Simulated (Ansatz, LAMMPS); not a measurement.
**Structural relaxation of glassy 79SiO2-7BaO-7CaO-7Na2O (mol %) (166 atoms)**

Aim: bring glassy 79SiO2-7BaO-7CaO-7Na2O (mol %) (166 atoms) to a nearby minimum of the energy and see what moves.

Main program and level: Ansatz 0.2.0; Kohn-Sham DFT, PBE, PAW (set soft_2), plane waves.

**1. Starting point**

The cell holds 166 atoms: 46 Si, 4 Ba, 4 Ca, 8 Na and 104 O. Its edges and angles: a = 13.295 Å, b = 13.295 Å, c = 13.295 Å, α = 90.0°, β = 90.0°, γ = 90.0°. 166 atoms (46 Si, 4 Ba, 4 Ca, 8 Na, 104 O) placed at random at 2.6 g/cm³, melted at 4000 K for 10 ps at fixed volume with the Morse and Coulomb pair potential with partial charges (Pedone, Malavasi, Menziani, Cormack and Segre, J. Phys. Chem. B 110, 11780 (2006)). Quenched from 4000 K to 300 K at 50 K/ps and fixed volume, held 10 ps at zero pressure.

Limits known from the start: The quench rate of 50 K/ps far exceeds what a furnace or splat quench reaches, so expect more defects and frozen-in strain than in a real sample. The starting topology of bonds comes from the classical model. Sampling is at Γ alone, for a cell whose shortest periodic width is 13 Å. The levels lack spin–orbit coupling, which is large for the heavy elements here.

**2. Single point at the start**

A single point comes first, to see the forces before anything moves.

input.yaml

```yaml
crystal:
  lattice:
    - [13.29459, 0.0, 0.0]
    - [0.0, 13.29459, 0.0]
    - [0.0, 0.0, 13.29459]
  atoms:
    - { symbol: Si, position: [0.41633, 0.44553, 0.58535] }
    - { symbol: Si, position: [0.40864, 0.65011, 0.02211] }
    - { symbol: Si, position: [0.16787, 0.70759, 0.64338] }
    - { symbol: Si, position: [0.39479, 0.33727, 0.07763] }
    [... 156 atom lines left out ...]
    - { symbol: O, position: [0.93225, 0.33972, 0.03338] }
    - { symbol: O, position: [0.8898, 0.2845, 0.20568] }
    - { symbol: O, position: [0.04129, 0.17339, 0.64463] }
    - { symbol: O, position: [0.43663, 0.19457, 0.35959] }
    - { symbol: O, position: [0.9149, 0.9952, 0.16796] }
    - { symbol: O, position: [0.50481, 0.91315, 0.11182] }
kpoints:
  mp_grid: { grid: [1, 1, 1] }
hamiltonian:
  xc: pbe
scf:
  occupations: { method: gaussian, width: 0.025 }
output:
  forces: true
  stress: true
  populations: intrinsic
  dos:
    method: { smearing: { sigma: 0.1 } }
    de: 0.1
    projected: { site_lists: { Ba: [Ba], Ca: [Ca], Na: [Na], O: [O], Si: [Si] } }
  eigenvalues: true
```

Command:

```sh
$ ansatz run input.yaml --threads 4 --pin off --max-ram 8192MiB --backend cpu --events-out ev --progress --plain --runs-dir out
```

Run time: 70 s. Hardware: 4 threads of Arm Neoverse V2, shared host; peak memory 3.9 GiB.

Read from the output:

```
free energy                                      : -131391.5015 eV
free energy per atom                             : -791.5151 eV/atom
SCF cycles                                       : 9
pressure                                         : 5.879 GPa
r.m.s. force component                           : 1.329 eV/Å
longest force                                    : 4.644 eV/Å
Fermi energy                                     : 5.834 eV
gap (highest filled to lowest empty level) : 3.188 eV
```

The r.m.s. force component of 1.3 eV/Å and the pressure of 5.9 GPa set the starting point.

Length of the force by element:

| element | coordination | atoms | mean length of the force (eV/Å) | spread | least | most |
| --- | --- | --- | --- | --- | --- | --- |
| Ba | all | 4 | 1.23 | 0.354 | 0.792 | 1.64 |
| Ca | all | 4 | 0.921 | 0.625 | 0.546 | 2.00 |
| Na | all | 8 | 0.667 | 0.408 | 0.159 | 1.65 |
| O | all | 104 | 1.90 | 0.898 | 0.488 | 4.64 |
| Si | all | 46 | 2.80 | 0.972 | 1.02 | 4.62 |

**3. Relaxation**

With the cell held, the atoms are moved downhill towards a nearby minimum.

input.yaml, the sections that differ from step 2:

```yaml
output:
  forces: true
relax:
  f_tol: 0.03
  max_steps: 121
# crystal, kpoints, hamiltonian, scf: as in step 2
```

The job ended after 12 min (4 threads; peak memory 3.8 GiB; 49 min of CPU time).

Relaxation path (22 of 25):

| step | energy less that of the first step (eV) | largest force component (eV/Å) |
| --- | --- | --- |
| 1 | 0.0000 | 3.7950 |
| 2 | -6.4765 | 2.5033 |
| 3 | -11.4440 | 1.1516 |
| 4 | -12.4634 | 0.7280 |
| 6 | -13.8425 | 0.6384 |
| 7 | -14.1590 | 0.6100 |
| 8 | -14.4241 | 0.7469 |
| 9 | -14.6771 | 0.6435 |
| 10 | -14.7857 | 0.5026 |
| 11 | -14.8798 | 0.4224 |
| 12 | -14.9539 | 0.1443 |
| 14 | -15.0046 | 0.1008 |
| 15 | -15.0189 | 0.1035 |
| 16 | -15.0308 | 0.0724 |
| 17 | -15.0428 | 0.0742 |
| 18 | -15.0517 | 0.0755 |
| 19 | -15.0594 | 0.0540 |
| 20 | -15.0645 | 0.0510 |
| 22 | -15.0714 | 0.0527 |
| 23 | -15.0735 | 0.0509 |
| 24 | -15.0572 | 0.2848 |
| 25 | -15.0762 | 0.0255 |

Relaxation step 24 was tried and not accepted.

The atoms that moved most (Å):

| atom | dx | dy | dz | length |
| --- | --- | --- | --- | --- |
| Na60 | -0.039 | -0.754 | 0.722 | 1.045 |
| O81 | -0.858 | 0.460 | -0.112 | 0.980 |
| O107 | -0.163 | 0.799 | -0.400 | 0.908 |
| Na56 | -0.241 | -0.773 | 0.248 | 0.847 |
| Si34 | -0.467 | 0.453 | -0.196 | 0.680 |
| O116 | 0.135 | 0.611 | 0.259 | 0.677 |
| O137 | -0.264 | 0.434 | -0.267 | 0.574 |
| O104 | -0.516 | -0.093 | -0.229 | 0.572 |

The relaxation changed the energy by -90.8 meV/atom, and atoms moved by 0.32 Å r.m.s., 1.0 Å at most.

**4. Local order after relaxation**

Bonds before and after, by the cutoffs listed below:

| pair | bonds before | bonds after | mean before (Å) | mean after (Å) | spread before (Å) | spread after (Å) |
| --- | --- | --- | --- | --- | --- | --- |
| O-Si | 184 | 185 | 1.615 | 1.640 | 0.052 | 0.035 |
| O-Na | 37 | 39 | 2.474 | 2.452 | 0.199 | 0.169 |
| O-Ba | 29 | 22 | 2.940 | 2.778 | 0.168 | 0.179 |

Density 2.72 g/cm³, 14.16 Å³ an atom.

g(r), total and by pair (bins of 0.2 Å):

| r (Å) | total | O-O | O-Si | O-Na | O-Ba | O-Ca | Si-Si |
| --- | --- | --- | --- | --- | --- | --- | --- |
| 1.50 | 0.49 | 0.00 | 1.42 | 0.00 | 0.00 | 0.00 | 0.00 |
| 1.70 | 4.16 | 0.00 | 12.01 | 0.00 | 0.00 | 0.00 | 0.00 |
| 1.90 | 0.02 | 0.00 | 0.06 | 0.00 | 0.00 | 0.00 | 0.00 |
| 2.10 | 0.06 | 0.00 | 0.00 | 0.47 | 0.00 | 0.97 | 0.00 |
| 2.30 | 0.30 | 0.00 | 0.00 | 3.18 | 0.00 | 3.42 | 0.00 |
| 2.50 | 0.83 | 1.38 | 0.00 | 2.50 | 1.42 | 2.91 | 0.00 |
| 2.70 | 2.17 | 5.08 | 0.00 | 1.11 | 2.74 | 0.90 | 0.00 |
| 2.90 | 0.54 | 0.69 | 0.05 | 0.53 | 1.37 | 0.53 | 1.25 |
| 3.10 | 0.99 | 0.72 | 0.30 | 0.93 | 0.96 | 0.24 | 5.39 |
| 3.30 | 0.76 | 0.63 | 0.66 | 0.74 | 0.80 | 0.84 | 0.84 |
| 3.50 | 0.80 | 0.53 | 1.01 | 1.10 | 1.10 | 0.54 | 0.00 |
| 3.70 | 0.94 | 0.53 | 1.48 | 0.57 | 1.16 | 0.51 | 0.19 |
| 3.90 | 1.06 | 0.94 | 1.44 | 0.96 | 0.74 | 1.05 | 0.23 |
| 4.10 | 1.17 | 0.73 | 1.98 | 0.87 | 0.94 | 0.66 | 0.42 |
| 4.30 | 1.23 | 0.85 | 1.64 | 1.39 | 0.98 | 1.10 | 1.19 |
| 4.50 | 0.87 | 0.85 | 0.77 | 0.67 | 1.00 | 0.90 | 1.39 |
| 4.70 | 1.04 | 1.12 | 0.76 | 1.73 | 1.02 | 1.92 | 1.16 |
| 4.90 | 1.15 | 1.55 | 0.73 | 1.36 | 0.94 | 1.60 | 1.07 |
| 5.10 | 1.15 | 1.53 | 0.79 | 1.21 | 1.11 | 1.04 | 1.19 |
| 5.30 | 1.02 | 1.29 | 0.75 | 0.64 | 1.29 | 0.80 | 1.46 |
| 5.50 | 0.85 | 0.79 | 0.87 | 0.85 | 0.82 | 0.60 | 1.26 |
| 5.70 | 0.86 | 0.70 | 1.02 | 0.52 | 1.03 | 0.56 | 1.18 |
| 5.90 | 0.96 | 0.85 | 1.09 | 0.85 | 1.24 | 0.90 | 0.89 |
| 6.10 | 0.98 | 0.89 | 1.13 | 0.79 | 0.96 | 1.03 | 0.59 |
| 6.30 | 1.00 | 0.87 | 1.19 | 0.96 | 0.80 | 1.18 | 0.65 |
| 6.50 | 1.04 | 0.93 | 1.22 | 1.15 | 0.69 | 0.84 | 0.77 |

Bonds by pair of elements; cutoffs follow the first minimum of g(r), held within bounds set by covalent radii, and pairs that aren't listed don't count as bonded:

| pair A-B | cutoff (Å) | bonds | mean length (Å) | spread (Å) | shortest (Å) | B about A | A about B |
| --- | --- | --- | --- | --- | --- | --- | --- |
| O-Si | 2.12 | 185 | 1.64 | 0.035 | 1.56 | 1.78 | 4.02 |
| O-Na | 2.88 | 39 | 2.45 | 0.169 | 2.18 | 0.375 | 4.88 |
| O-Ba | 3.29 | 22 | 2.78 | 0.179 | 2.45 | 0.212 | 5.5 |
| O-Ca | 2.83 | 21 | 2.42 | 0.178 | 2.15 | 0.202 | 5.25 |

The cutoff for O-Ca falls short of the minimum of g(r), so counts run low and odd coordinations can be artefacts.

How many atoms have how many bonded neighbours:

| element | mean | 2 | 3 | 4 | 5 | 6 |
| --- | --- | --- | --- | --- | --- | --- |
| Ba | 5.5 | 0 | 0 | 0 | 2 | 2 |
| Ca | 5.25 | 0 | 0 | 1 | 1 | 2 |
| Na | 4.88 | 0 | 0 | 2 | 5 | 1 |
| O | 2.57 | 55 | 39 | 10 | 0 | 0 |
| Si | 4.02 | 0 | 0 | 45 | 1 | 0 |

Bond angles, per cent of each kind in bins of 5°:

| angle (°) | O-Si-O | Si-O-Si | O-Na-O | Na-O-Si | O-Ba-O |
| --- | --- | --- | --- | --- | --- |
| 50–55 | 0.0 | 0.0 | 0.0 | 0.0 | 6.0 |
| 55–60 | 0.0 | 0.0 | 3.9 | 0.0 | 0.0 |
| 60–65 | 0.0 | 0.0 | 9.1 | 0.0 | 4.0 |
| 65–70 | 0.0 | 0.0 | 5.2 | 0.0 | 6.0 |
| 70–75 | 0.0 | 0.0 | 5.2 | 0.0 | 8.0 |
| 75–80 | 0.0 | 0.0 | 5.2 | 1.6 | 2.0 |
| 80–85 | 0.0 | 0.0 | 3.9 | 4.8 | 10.0 |
| 85–90 | 1.1 | 0.0 | 6.5 | 9.7 | 10.0 |
| 90–95 | 1.1 | 0.0 | 6.5 | 11.3 | 6.0 |
| 95–100 | 2.5 | 0.0 | 1.3 | 16.1 | 8.0 |
| 100–105 | 10.7 | 0.0 | 5.2 | 8.1 | 4.0 |
| 105–110 | 43.2 | 0.0 | 6.5 | 9.7 | 4.0 |
| 110–115 | 27.1 | 0.0 | 5.2 | 12.9 | 2.0 |
| 115–120 | 11.1 | 1.2 | 13.0 | 6.5 | 2.0 |
| 120–125 | 2.1 | 6.2 | 3.9 | 6.5 | 0.0 |
| 125–130 | 0.7 | 9.9 | 1.3 | 0.0 | 2.0 |
| 130–135 | 0.0 | 12.3 | 3.9 | 1.6 | 6.0 |
| 135–140 | 0.0 | 12.3 | 2.6 | 4.8 | 4.0 |
| 140–145 | 0.0 | 18.5 | 3.9 | 1.6 | 2.0 |
| 145–150 | 0.0 | 13.6 | 0.0 | 1.6 | 6.0 |
| 150–155 | 0.0 | 11.1 | 2.6 | 1.6 | 0.0 |
| 155–160 | 0.0 | 11.1 | 1.3 | 0.0 | 2.0 |
| 160–165 | 0.0 | 0.0 | 1.3 | 0.0 | 2.0 |
| 165–170 | 0.0 | 1.2 | 0.0 | 0.0 | 2.0 |
| 170–175 | 0.0 | 2.5 | 1.3 | 0.0 | 2.0 |
| 175–180 | 0.4 | 0.0 | 1.3 | 1.6 | 0.0 |

Bond angles (no mean is given where the spread exceeds 20°):

| angle | count | mean (°) | spread (°) |
| --- | --- | --- | --- |
| O-Si-O | 280 | 109 | 7.1 |
| Si-O-Si | 81 | 142 | 11.6 |
| O-Na-O | 77 | - | - |
| Na-O-Si | 62 | 107 | 18.9 |
| O-Ba-O | 50 | - | - |

Oxygen atoms by the number of network formers (Si, P, Ge, B, Al, As, Ga) bound to them:

| network formers bound to O | O atoms | per cent |
| --- | --- | --- |
| 0 | 0 | 0 |
| 1 | 23 | 22.1 |
| 2 | 81 | 77.9 |

Network units: each former by its oxygen neighbours and how many of them bridge to another former:

| former | O neighbours | bridging O | atoms |
| --- | --- | --- | --- |
| Si | 4 | 2 | 1 |
| Si | 4 | 3 | 21 |
| Si | 4 | 4 | 23 |
| Si | 5 | 5 | 1 |

Bond length by coordination (bonds to H left out):

| element | coordination | atoms | mean bond length (Å) |
| --- | --- | --- | --- |
| Ba | 5 | 2 | 2.77 |
| Ba | 6 | 2 | 2.79 |
| Ca | 4 | 1 | 2.31 |
| Ca | 5 | 1 | 2.36 |
| Ca | 6 | 2 | 2.49 |
| Na | 4 | 2 | 2.41 |
| Na | 5 | 5 | 2.46 |
| Na | 6 | 1 | 2.48 |
| O | 2 | 55 | 1.66 |
| O | 3 | 39 | 2.04 |
| O | 4 | 10 | 2.25 |
| Si | 4 | 45 | 1.64 |
| Si | 5 | 1 | 1.73 |

Rings of the network by King's shortest-path rule, up to 12 atoms, one path for each pair of neighbours; H, halogens, alkali and alkaline-earth atoms are left out, and the last column divides by all other atoms, bonded or not:

| ring size (atoms) | rings | per network atom |
| --- | --- | --- |
| 8 | 7 | 0.047 |
| 10 | 13 | 0.087 |
| 12 | 9 | 0.06 |

For some of the pairs, g(r) has its first main peak near 2.7 Å (O-O), 1.6 Å (O-Si), 2.3 Å (O-Na), 2.8 Å (O-Ba), 2.3 Å (O-Ca) and 3.1 Å (Si-Si). The O-Si-O angle averages 109° with a spread of 7°. 78 % of the oxygens bridge two formers (Si) and 22 % are non-bridging. The commonest Si unit has 4 oxygens, 4 of them shared with other formers (23 of 46 atoms). Rings of 10 atoms are the most common (45 % of those counted); sizes run from 8 to 12, where the search stops.

**5. Single point at the relaxed geometry**

One more single point at the end of the walk gives the fuller output and checks the residual forces.

input.yaml

```yaml
crystal:
  lattice:
    - [13.29459, 0.0, 0.0]
    - [0.0, 13.29459, 0.0]
    - [0.0, 0.0, 13.29459]
  atoms:
    - { symbol: Si, position: [0.41558, 0.44238, 0.56747] }
    - { symbol: Si, position: [0.41205, 0.64715, 0.01713] }
    - { symbol: Si, position: [0.17973, 0.69767, 0.64335] }
    - { symbol: Si, position: [0.39011, 0.3351, 0.0753] }
    [... 156 atom lines left out ...]
    - { symbol: O, position: [0.9328, 0.35371, 0.02303] }
    - { symbol: O, position: [0.89693, 0.26801, 0.19328] }
    - { symbol: O, position: [0.02809, 0.18689, 0.65228] }
    - { symbol: O, position: [0.41422, 0.16883, 0.34813] }
    - { symbol: O, position: [0.92055, 0.97125, 0.19858] }
    - { symbol: O, position: [0.52002, 0.92633, 0.12076] }
kpoints:
  mp_grid: { grid: [1, 1, 1] }
hamiltonian:
  xc: pbe
scf:
  occupations: { method: gaussian, width: 0.025 }
output:
  forces: true
  stress: true
  populations: true
  dos:
    method: { smearing: { sigma: 0.08 } }
    de: 0.1
    projected: { site_lists: { Ba: [Ba], Ca: [Ca], Na: [Na], O: [O], Si: [Si] } }
  eigenvalues: true
  write_density: true
  write_potential: true
  volumetric_format: npy
  elf: true
```

Wall time 73 s (4 threads); peak memory 3.9 GiB; 4.8 min of CPU time.

Numbers from this run:

- free energy: -131406.5776 eV
- free energy per atom: -791.6059 eV/atom
- SCF cycles: 9
- pressure: 0.5378 GPa
- r.m.s. force component: 0.00671 eV/Å
- longest force: 0.03228 eV/Å
- Fermi energy: 5.708 eV
- gap (highest filled to lowest empty level): 3.744 eV
- spilling of the projection: 0.01282

Löwdin charges by element (they lack the spilled electrons, 0.074 e an atom on average):

| element | coordination | atoms | mean charge (e) | spread | least | most |
| --- | --- | --- | --- | --- | --- | --- |
| Ba | all | 4 | 1.86 | 0.006 | 1.85 | 1.87 |
| Ca | all | 4 | 1.78 | 0.0075 | 1.77 | 1.79 |
| Na | all | 8 | 0.807 | 0.0137 | 0.787 | 0.832 |
| O | all | 104 | -0.841 | 0.0793 | -1.05 | -0.769 |
| Si | all | 46 | 1.71 | 0.0558 | 1.58 | 1.79 |

Density of states as counts of states in windows of 1 eV (from the Fermi level), total and the larger projections:

| from (eV) | to (eV) | total | O p | Si p |
| --- | --- | --- | --- | --- |
| -14 | -13 | 4.5 | 0.2 | 0.0 |
| -13 | -12 | 22.1 | 2.6 | 0.2 |
| -12 | -11 | 23.0 | 15.1 | 1.2 |
| -11 | -10 | 24.9 | 16.9 | 2.1 |
| -10 | -9 | 31.7 | 22.8 | 4.4 |
| -9 | -8 | 54.7 | 41.9 | 10.7 |
| -8 | -7 | 27.3 | 21.2 | 4.9 |
| -7 | -6 | 68.5 | 55.5 | 6.9 |
| -6 | -5 | 112.8 | 99.8 | 6.0 |
| -5 | -4 | 123.9 | 114.8 | 3.4 |
| -4 | -3 | 93.9 | 88.8 | 1.6 |
| -3 | -2 | 53.9 | 50.7 | 1.3 |
| -2 | -1 | 6.9 | 6.4 | 0.3 |
| -1 | 1 | 0.0 | 0.0 | 0.0 |
| 1 | 2 | 1.9 | 0.0 | 0.1 |
| 2 | 3 | 3.1 | 0.2 | 0.3 |
| 3 | 4 | 29.0 | 1.9 | 4.0 |
| 4 | 5 | 58.1 | 3.9 | 10.7 |

The curve was stored every 0.10 eV, coarse against its broadening of 0.08 eV, so these counts are rough.

Between -26 and -14 eV lie 280 more states.

The levels nearest the highest filled one (over half full), pooled over k-points and spins:

| level less the highest filled one (eV) | occupation |
| --- | --- |
| -0.376 | 2 |
| -0.346 | 2 |
| -0.111 | 2 |
| -0.110 | 2 |
| -0.102 | 2 |
| 0 | 2 |
| 3.74 | 0 |
| 4.76 | 0 |
| 4.83 | 0 |
| 4.97 | 0 |
| 5.05 | 0 |
| 5.13 | 0 |

Mean Löwdin charges: Ba +1.86, Ca +1.78, Na +0.81, O -0.84, Si +1.71 e (they miss 1.3 % of the electrons, so they add up to more than the cell's charge).

**6. Summary of results**

```json
{
  "energy change in the relaxation": "-90.82 meV/atom",
  "r.m.s. displacement": "0.32 Å",
  "largest displacement": "1.045 Å",
  "free energy per atom": "-791.6059 eV/atom",
  "pressure": "0.5378 GPa",
  "r.m.s. force component": "0.00671 eV/Å",
  "gap (highest filled to lowest empty level)": "3.744 eV",
  "wall time of the 3 DFT runs": "15 min"
}
```

Relaxation lowers the energy by 90.8 meV/atom and moves atoms by 0.32 Å r.m.s.; the r.m.s. force component goes from 1.3 to 0.0067 eV/Å, the pressure goes from 5.9 to 0.54 GPa, and the gap from 3.19 to 3.74 eV. First to last step the energy falls by 15.076 eV; the largest move, 1.04 Å, is that of Na60. The O-Ba bonds change most in mean length: from 2.940 Å (spread 0.168) to 2.778 Å (spread 0.179), and their number from 29 to 22. 78 % of the oxygens bridge two formers (Si) and 22 % are non-bridging. Between filled and empty levels lie 3.74 eV (at Γ alone); a semilocal functional tends to put such gaps too low. In a disordered cell it changes from sample to sample, and tail or defect levels can set it.

Caveats: The starting topology of bonds comes from the classical model; in DFT atoms moved by 0.32 Å r.m.s.

[Logs are printed without paths, hosts, clocks, repeated set-up lines and the standing remarks that a program may print on its own settings, such as how far it seeks lower states.]

[Hosts, paths, dates, database ids (printed as entryN), source tags and the programs' standing remarks are cut or masked in the printed files.]
